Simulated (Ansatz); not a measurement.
# Ca2Si (model cell, started as cuprite): a soft mode frozen in

Which phase does Ca2Si (model cell, started as cuprite) fall into along its unstable mode, and how much energy does it gain?

Program: Ansatz 0.2.0. Level of theory: DFT PBEsol, scalar-relativistic, plane waves, PAW. Results are calculated unless marked as measured.

Most raw output is cut from this account.

The structure was built from a prototype and need not be the compound's stable phase.

## (1) Set-up

The structure is cubic, space group Pn-3m (No. 224). The conventional cell has a = 6.362 Å, b = 6.362 Å, c = 6.362 Å, α = 90.00°, β = 90.00°, γ = 90.00°. Nearest to Si lie 4 Ca at 2.75 Å. Nearest to Ca lie 2 Si at 2.75 Å. Farther neighbours are not listed.

Coordinates:

```cif
data_structure
_symmetry_space_group_name_H-M 'P 1'
_symmetry_Int_Tables_number 1
_cell_length_a 6.3618
_cell_length_b 6.3618
_cell_length_c 6.3618
_cell_angle_alpha 90.000
_cell_angle_beta 90.000
_cell_angle_gamma 90.000
_cell_volume 257.48
loop_
_atom_site_label
_atom_site_type_symbol
_atom_site_fract_x
_atom_site_fract_y
_atom_site_fract_z
_atom_site_occupancy
Si1 Si 0.00000 0.00000 0.00000 1
Si2 Si 0.50000 0.50000 0.50000 1
Ca3 Ca 0.25000 0.25000 0.25000 1
Ca4 Ca 0.75000 0.75000 0.25000 1
Ca5 Ca 0.75000 0.25000 0.75000 1
Ca6 Ca 0.25000 0.75000 0.75000 1
```

## (2) Modes at Γ

The cell comes from relaxations at this level that are not shown. The zone centre is the only wavevector solved here; it holds the modes that light can see, as far as symmetry allows. No field response is asked, since the mesh shows no gap.

input.yaml reads:

```yaml
crystal:
  lattice:
    - [6.3617785281, 0.0, 0.0]
    - [0.0, 6.3617785281, 0.0]
    - [0.0, 0.0, 6.3617785281]
  atoms:
    - { symbol: Si, position: [0.0, 0.0, 0.0] }
    - { symbol: Si, position: [0.5, 0.5, 0.5] }
    - { symbol: Ca, position: [0.25, 0.25, 0.25] }
    - { symbol: Ca, position: [0.75, 0.75, 0.25] }
    - { symbol: Ca, position: [0.75, 0.25, 0.75] }
    - { symbol: Ca, position: [0.25, 0.75, 0.75] }
kpoints:
  mp_grid: { grid: [6, 6, 6] }
hamiltonian:
  xc: pbesol
scf:
  occupations: { method: methfessel_paxton, width: 0.15 }
output:
  eigenvalues: true
phonons:
  method: dfpt
```

Command:

```console
$ ansatz run input.yaml --threads 8 --pin off --max-ram 14336MiB --backend cpu --events-out ev --progress --plain --runs-dir out
```

It took 25 s on 8 threads of Arm Neoverse V2, shared host; peak memory 2.2 GiB.

Numbers from this step:

```yaml
volume_per_atom: 42.91 Å³
gap_on_the_k_mesh: 0 eV
sum_rule_residual_before_enforcement: 2.24e-5 eV/Å²
point_group: m-3m
highest_optical_mode_at_the_zone_centre_no_lo_to_term: 317.9 cm⁻¹
lowest_optical_zone_centre_mode: -126.3 cm⁻¹
```

Patterns of degenerate modes are one choice out of their space. The modes at Γ (shares of kinetic energy by element, %) (negative means imaginary):

```csv
mode,frequency (cm⁻¹),symmetry,Si %,Ca %
1,-126.3,T1u,31,69
2,-126.3,T1u,31,69
3,-126.3,T1u,31,69
4,0.0,acoustic,26,74
5,0.0,acoustic,26,74
6,0.0,acoustic,26,74
7,48.1,T2u,0,100
8,48.1,T2u,0,100
9,48.1,T2u,0,100
10,83.5,Eu,0,100
11,83.5,Eu,0,100
12,228.6,T2g,100,0
13,228.6,T2g,100,0
14,228.6,T2g,100,0
15,235.2,A2u,0,100
16,317.9,T1u,43,57
17,317.9,T1u,43,57
18,317.9,T1u,43,57
```

Displacements in mode 2 (-126.3 cm⁻¹), the largest set to 1:
```
Si1  0.31  0.15  1.00
Si2  0.31  0.15  1.00
Ca3  0.54  0.69 -0.09
Ca4 -0.59 -0.45 -0.61
Ca5  0.38 -0.79 -0.26
Ca6 -0.76  0.34 -0.44
```

Displacements in mode 12 (228.6 cm⁻¹), the largest set to 1:
```
Si1 -1.00 -0.10  0.13
Si2  1.00  0.10 -0.13
Ca3  0.00  0.00  0.00
Ca4  0.00  0.00  0.00
Ca5  0.00  0.00  0.00
Ca6  0.00  0.00  0.00
```

Before it was imposed, the acoustic sum rule was missed by 2.2e-5 eV/Å². Small misses are needed for a sound result but don't prove that mesh and cutoff are converged. The lowest optical mode is imaginary, 126.3i cm⁻¹, so the energy falls along it.

## (3) The mode frozen in, largest atomic shift 0 Å

The mode followed lies at Γ with frequency 126.3i cm⁻¹ and is 3-fold degenerate, the softest among the wavevectors solved. At small amplitude the distorted cell has space group no. 160 by a symmetry search on the positions. The undistorted cell that holds it gives the zero of energy on the same k mesh.

input.yaml, as its differences from that of step 2:

```diff
@@ -19,4 +19,4 @@
 output:
+  forces: true
+  stress: true
   eigenvalues: true
-phonons:
-  method: dfpt
```

Wall time 1.1 s (8 threads); peak memory 0.72 GiB; 7.5 s of CPU time.

This step gave:

- pressure: 0.003315 GPa
- energy from the undistorted cell: 0 meV/atom

The run ends at a pressure of 0.00 GPa.

## (4) The mode frozen in, largest atomic shift 0.6 Å

The atoms are moved along the unstable eigenvector, the largest shift by 0.6 Å, with the cell fixed.

input.yaml, the sections that differ from step 3:

```yaml
crystal:
  lattice:
    - [6.3617785281, 0.0, 0.0]
    - [0.0, 6.3617785281, 0.0]
    - [0.0, 0.0, 6.3617785281]
  atoms:
    - { symbol: Si, position: [-0.0544517795, -0.0544517795, 0.0544517795] }
    - { symbol: Si, position: [0.4455482205, 0.4455482205, 0.5544517795] }
    - { symbol: Ca, position: [0.2690787742, 0.2690787742, 0.1691167894] }
    - { symbol: Ca, position: [0.7072743378, 0.7072743378, 0.2927256622] }
    - { symbol: Ca, position: [0.8308832106, 0.2690787742, 0.7309212258] }
    - { symbol: Ca, position: [0.2690787742, 0.8308832106, 0.7309212258] }
# kpoints, hamiltonian, scf, output: as in step 3
```

Wall time 2.2 s (8 threads); peak memory 0.73 GiB; 16 s of CPU time.

This step gave:

| Property | Result |
| --- | --- |
| pressure | -2.518 GPa |
| energy from the undistorted cell | -120.1 meV/atom |

The energy, extrapolated to zero smearing, is -120.14 meV/atom against the undistorted cell.

The run ends at a pressure of -2.52 GPa, with forces up to 1.6 eV/Å.

## (5) Energy along the mode, all amplitudes (two of the runs are shown above)

An imaginary frequency means negative curvature, so the energy should fall and then rise again as anharmonic terms take over.

This step gave:

- depth at the lowest point sampled: 120.1 meV/atom
- largest atomic shift at that point: 0.6 Å

Table of energy from the parent by largest atomic shift:

```csv
largest atomic shift (Å),energy from the parent (meV/atom)
0.000,0
0.040,-1.43
0.080,-5.57
0.140,-16.0
0.220,-35.2
0.320,-63.3
0.450,-97.3
0.600,-120
```

Displacement at unit largest shift by atom:

```csv
atom,x (Å),y (Å),z (Å),size
Si1,-0.577,-0.577,0.577,0.999
Si2,-0.577,-0.577,0.577,0.999
Ca3,0.202,0.202,-0.858,0.904
Ca4,-0.453,-0.453,0.453,0.785
Ca5,0.858,0.202,-0.202,0.904
Ca6,0.202,0.858,-0.202,0.904
```

The lowest of the steps tried is the last one, at 0.6 Å, 120 meV/atom below the parent; the bottom of the well need not coincide with a step.

## (6) Relaxing from the distorted cell

Starting from the lowest point found, all atoms and the cell are let go, so that strain and other modes of the same symmetry can join in.

input.yaml, as its differences from that of step 4:

```diff
@@ -22 +22,6 @@
   eigenvalues: true
+relax:
+  adjacent_minimum: "off"
+  f_tol: 0.002
+  max_steps: 120
+  cell: { stress_tol: 0.03 }
```

Run time: 39 s. Hardware: 8 threads; peak memory 0.85 GiB.

Relaxation path:

```csv
step,energy less that of the first step (eV),largest force component (eV/Å),pressure (GPa),volume (Å³)
1,0.0000,0.9095,-2.52,257.48
2,-0.6111,0.5271,-2.31,240.47
3,-1.0578,0.4761,-1.87,224.51
4,-1.3913,0.2702,-1.46,211.48
5,-1.5458,0.3519,0.02,193.33
6,-1.6443,0.1958,-0.30,187.47
7,-1.6241,0.5083,0.56,181.45
8,-1.6817,0.0579,-0.01,184.75
9,-1.6972,0.0131,0.20,182.27
10,-1.6994,0.0350,-0.11,182.48
11,-1.7002,0.0044,0.00,182.37
12,-1.7002,0.0002,0.00,182.39
13*,-1.6996,0.0002,0.00,182.39
```

Relaxation steps marked * repeat the geometry before them on a plane-wave basis chosen anew for their cell, so energy and pressure can jump there. Relaxation step 7 was tried and not accepted.

Forces are held to the 6 operations that the run works with; a distortion that breaks them can't arise in this run.

```csv
cell as run,before,after,change
a (Å),6.362,5.720,-10.1 %
b (Å),6.362,5.720,-10.1 %
c (Å),6.362,5.720,-10.1 %
α (°),90.00,97.76,+8.6 %
β (°),90.00,97.76,+8.6 %
γ (°),90.00,82.24,-8.6 %
volume (Å³/atom),42.91,30.40,-29.2 %
```

The atoms that moved most (Å, as changes of fractional coordinates times the final cell):

```csv
atom,dx,dy,dz,length
Si2,-0.606,-0.606,0.606,1.049
Ca3,0.210,0.210,-0.122,0.320
Ca5,0.122,0.210,-0.210,0.320
Ca6,0.210,0.122,-0.210,0.320
Si1,0.057,0.057,-0.057,0.098
Ca4,0.008,0.008,-0.008,0.013
```

The relaxed structure:

```xyz
6
Lattice="5.6949 0.3756 -0.3756 0.3756 5.6949 -0.3756 -0.3756 -0.3756 5.6949" Properties=species:S:1:pos:R:3 pbc="T T T"
Si   -0.2942   -0.2942    0.2942
Si    1.8908    1.8908    3.4285
Ca    1.7794    1.7794    0.6389
Ca    4.1913    4.1913    1.1280
Ca    4.6803    1.7794    3.5398
Ca    1.7794    4.6803    3.5398
```

Numbers from this step:

```yaml
pressure: -0.001750 GPa
volume_per_atom: 30.40 Å³
```

The distorted start has space group R3m; the relaxation ends in R3m.

## (7) The new phase in its own primitive cell

The relaxed structure is symmetrised, reduced to its primitive cell and relaxed tightly, as its phonons need.

input.yaml, the sections that differ from step 6:

```yaml
crystal:
  lattice:
    - [3.7612716884, 2.1715712218, 3.7216651137]
    - [-3.7612716884, 2.1715712218, 3.7216651137]
    - [0.0, -4.3431424436, 3.7216651137]
  atoms:
    - { symbol: Si, position: [0.9543645435, 0.9543645435, 0.9543645435] }
    - { symbol: Si, position: [0.3515924483, 0.3515924483, 0.3515924483] }
    - { symbol: Ca, position: [0.3025413777, 0.8478994067, 0.3025413777] }
    - { symbol: Ca, position: [0.7084723839, 0.7084723839, 0.7084723839] }
    - { symbol: Ca, position: [0.8478994067, 0.3025413777, 0.3025413777] }
    - { symbol: Ca, position: [0.3025413777, 0.3025413777, 0.8478994067] }
relax:
  adjacent_minimum: "off"
  f_tol: 0.001
  max_steps: 60
  cell: { stress_tol: 0.01 }
# kpoints, hamiltonian, scf, output: as in step 6
```

The job ended after 5.1 s (8 threads; peak memory 0.64 GiB; 37 s of CPU time).

Little changed from the start: no atom moved by 0.005 Å and no cell edge by 0.1 %.

The largest force component left is 0.34 meV/Å and the pressure is -0.002 GPa, within the tolerances set. The cell now holds 30.40 Å³/atom.

## (8) Modes of the new phase

A relaxed structure may still be a saddle point, so its zone-centre modes are computed. No field response is asked, since the mesh shows no gap.

input.yaml, as its differences from that of step 7:

```diff
@@ -19,9 +19,4 @@
 output:
-  forces: true
-  stress: true
   eigenvalues: true
-relax:
-  adjacent_minimum: "off"
-  f_tol: 0.001
-  max_steps: 60
-  cell: { stress_tol: 0.01 }
+phonons:
+  method: dfpt
```

Run time: 75 s. Hardware: 8 threads; peak memory 2.3 GiB; 9.2 min of CPU time.

This step gave:

```
sum-rule residual before enforcement                    : 4.76e-5 eV/Å²
point group                                             : 3m
highest optical mode at the zone centre (no LO-TO term) : 320.0 cm⁻¹
lowest optical zone-centre mode                         : -67.77 cm⁻¹
```

Patterns of degenerate modes are one choice out of their space. The modes at Γ (shares of kinetic energy by element, %) (negative means imaginary):

```csv
mode,frequency (cm⁻¹),symmetry,Si %,Ca %
1,-67.8,E,50,50
2,-67.8,E,50,50
3,0.0,acoustic,26,74
4,0.0,acoustic,26,74
5,0.0,acoustic,26,74
6,35.4,A2,0,100
7,53.3,E,31,69
8,53.3,E,31,69
9,129.9,A1,37,63
10,130.7,E,9,91
11,130.7,E,9,91
12,197.9,E,28,72
13,197.9,E,28,72
14,229.1,A1,12,88
15,286.9,E,56,44
16,286.9,E,56,44
17,304.7,A1,54,46
18,320.0,A1,70,30
```

Displacements in mode 1 (-67.8 cm⁻¹), the largest set to 1:
```
Si1  1.00  0.76  0.00
Si2  0.30  0.22  0.00
Ca3 -0.12 -0.43  0.03
Ca4 -0.69 -0.52  0.00
Ca5  0.27  0.09 -0.07
Ca6 -0.38  0.17  0.04
```

Displacements in mode 8 (53.3 cm⁻¹), the largest set to 1:
```
Si1 -0.91 -0.19  0.00
Si2  0.96  0.20  0.00
Ca3  0.28  0.10 -0.79
Ca4 -0.92 -0.19  0.00
Ca5  0.27  0.03  1.00
Ca6  0.33  0.05 -0.21
```

Before it was imposed, the acoustic sum rule was missed by 4.8e-5 eV/Å². Small misses are needed for a sound result but don't prove that mesh and cutoff are converged. The lowest optical mode is imaginary, 67.8i cm⁻¹, so the energy falls along it.

## (9) Results

| Item | Value |
| --- | --- |
| unstable mode of the parent | q = (0, 0, 0), 126i cm⁻¹ |
| depth at the lowest point sampled | 120 meV/atom |
| largest atomic shift at that point | 0.6 Å |
| space group reached (within 0.01 Å) | R3m |
| energy gained over the parent (first relaxation, on the mesh of the frozen mode) | 403 meV/atom |
| volume per atom, phase reached | 30.4 Å³ |
| lowest optical zone-centre mode, phase reached | -67.8 cm⁻¹ |
| highest optical mode at the zone centre (no LO-TO term), phase reached | 320 cm⁻¹ |

Along this mode the structure falls into R3m, 403 meV/atom below the parent. At the parent's cell the well is 120.1 meV/atom deep on the steps tried, with its lowest point at a shift of 0.6 Å. That is the last step tried, so the steps alone don't bracket the bottom of the well. Relaxing atoms and cell changes the gain by +283.31 meV/atom against the lowest step (energies at zero smearing). Most of the total comes from this relaxation. The new phase still has an imaginary mode at the zone centre of its cell, so it is a saddle point on the way to a lower structure. Of the 3 patterns followed to their end from this parent, this one ends 274 meV/atom above the lowest, P4/nmm. Each path keeps the symmetry of its pattern, so a lower phase may lie along a pattern not tried. With no gap, or one that is small against the smearing, the frequencies hang on the k mesh and the smearing, most of all near Kohn anomalies. The starting cell was built on a prototype and not taken from a measurement, so the phase need not exist.

[Logs are printed without paths, hosts, clocks, repeated set-up lines and the standing remarks that a program may print on its own settings, such as how far it seeks lower states.]

[Hosts, paths, dates, database ids (printed as entryN), source tags and the programs' standing remarks are cut or masked in the printed files.]
